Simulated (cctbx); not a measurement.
## Interatomic vectors of Na3TlAs2O8

Space group P-3 (no. 147), a = 9.6180 Å, b = 9.6180 Å, c = 7.5020 Å, α = 90.00°, β = 90.00°, γ = 120.00°, content Tl3 As6 Na9 O24.

Simulated single-crystal data (cctbx): Cu Kα, λ = 1.54184 Å, to d = 0.8 Å, 50 % of the full sphere, strongest reflection 70000 counts, noise from counting, a 2 % proportional error and a noise floor of 15 counts (s.d.); no absorption.

Patterson synthesis, origin scaled to 1000:

```text
Patterson group P -3
      u       v       w   height  length (A)
  0.000   0.000   0.000   1000.0     0.00
  0.333   0.667   0.036    542.5     5.56
 -0.006   0.330   0.249    312.1     3.71
  0.333   0.667   0.925    228.0     5.58
  0.333   0.667   0.495    121.7     6.68
  0.000   0.000   0.500    114.2     3.75
  0.017   0.677   0.493     67.7     4.89
  0.034   0.308   0.756     55.5     3.35
  0.062   0.703   0.269     52.3     3.78
  0.000   0.320   0.750     48.1     3.60
  0.042   0.414   0.684     47.9     4.48
  0.145   0.522   0.241     44.7     5.73
  0.039   0.183   0.189     43.9     2.15
  0.103   0.496   0.028     28.6     4.37
```

Q: Assign the vectors.

A peak at u stands for all pairs with xi − xj = u, with weight Σ ZiZj against Σ Z² = 28842 at the origin. Peak heights follow these weights only roughly, since form factors, motion and series ripples differ, all vectors within 0.55 Å of a peak are counted as merged into it though the farther ones add only part of their weight, and F(000) is left out, which lowers the whole map:

| u | v | w | shortest length (Å) | height | 1000 ΣZiZj/ΣZ² | pairs in the cell |
| --- | --- | --- | --- | --- | --- | --- |
| 0.333 | 0.667 | 0.036 | 5.55 | 542 | 707 | 2 × Tl–Tl, 6 × As–As, 6 × O–O, 3 × Na–Na |
| -0.006 | 0.330 | 0.249 | 3.71 | 312 | 556 | 6 × Tl–As |
| 0.333 | 0.667 | 0.925 | 5.58 | 228 | 236 | 1 × Tl–Tl, 2 × Na–Na |
| 0.333 | 0.667 | 0.495 | 6.68 | 122 | 185 | 6 × Tl–Na |
| 0.000 | 0.000 | 0.500 | 3.75 | 114 | 336 | 6 × Tl–Na, 12 × As–Na |
| 0.017 | 0.677 | 0.493 | 4.89 | 68 | 76 | 2 × As–As |
| 0.034 | 0.308 | 0.756 | 3.36 | 56 | 87 | 2 × Tl–Na, 2 × As–Na |
| 0.062 | 0.703 | 0.269 | 3.78 | 52 | 87 | 2 × Tl–Na, 2 × As–Na |
| 0.000 | 0.320 | 0.750 | 3.60 | 48 | 137 | 6 × As–Na, 2 × Tl–Na |
| 0.042 | 0.414 | 0.684 | 4.48 | 48 | 62 | 2 × Tl–Na |

The table stops at ten peaks or at a height of 45, below which ripples compete. In the model behind the data Tl, the heaviest element, has 2 independent sites: (2/3, 1/3, 0.4582) and (0, 0, 1/2), up to an allowed shift of origin; the Tl–Tl vectors are differences of these positions and their symmetry mates. The whole model:

```
atom  mult.       x       y       z  Ueq (Å²)
 Tl1      2     2/3     1/3  0.4582    0.0064
 Tl2      1       0       0     1/2    0.0060
 As1      6  0.9723  0.3174  0.7477    0.0047
 Na1      6  0.6287  0.9234  0.7778    0.0066
 Na2      2     2/3     1/3  0.0217    0.0101
 Na3      1       0       0       0    0.0048
  O1      6  0.8591  0.0472  0.2934    0.0064
  O2      6  0.8718  0.2701  0.9375    0.0062
  O3      6  0.8480  0.2952  0.5771    0.0045
  O4      6  0.6231  0.1290  0.2548    0.0067
```

The model was made for the exercise: a known structure type with other elements put in, its volume estimated, not relaxed; displacement parameters are assumed.

[Logs are printed without paths, hosts, clocks, repeated set-up lines and the standing remarks that a program may print on its own settings, such as how far it seeks lower states.]
